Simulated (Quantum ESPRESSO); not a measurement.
# Voltage at the next charge: Li(110), 5 layers against an electrode

How the rows were computed: Quantum ESPRESSO 7.5, PBE, GBRV ultrasoft; ESM with bc3, a metal electrode 5.11 Å above the top atoms; cell area 8.613 Å²; ions fixed. V is the potential energy of an electron at the electrode over the slab's Fermi level, divided by e, so that it equals the work function at zero charge; positive charge removes electrons.

```
charge (e a cell)  V (V)
                0  3.182
           0.0129  4.003
           0.0258  4.865
```

**Question.** What is V at a charge of 0.0517 e, and what capacitance do the rows imply?

By hand: The last two rows give dV/dq = (4.865 − 4.003)/(0.0258 − 0.0129) = 66.8 V/e, so C = 1602/(8.613 × 66.8) = 2.78 µF/cm², an effective gap of 8.854/2.78 = 3.18 Å. At constant C, V = 4.865 + 66.8 × 0.0259 = 6.60 V.

**Check.** V = 6.700 V; the estimate misses by −0.10 V, 5.7 % of the step. Over the three intervals C goes 2.92, 2.78 and 2.63 µF/cm²: it falls as electrons leave, the surface charge drawing back towards the atoms.

**Limits.** Vacuum fills the gap; a dielectric or electrolyte would change C. The slab is thin.

[Logs are printed without paths, hosts, clocks, repeated set-up lines and the standing remarks that a program may print on its own settings, such as how far it seeks lower states.]
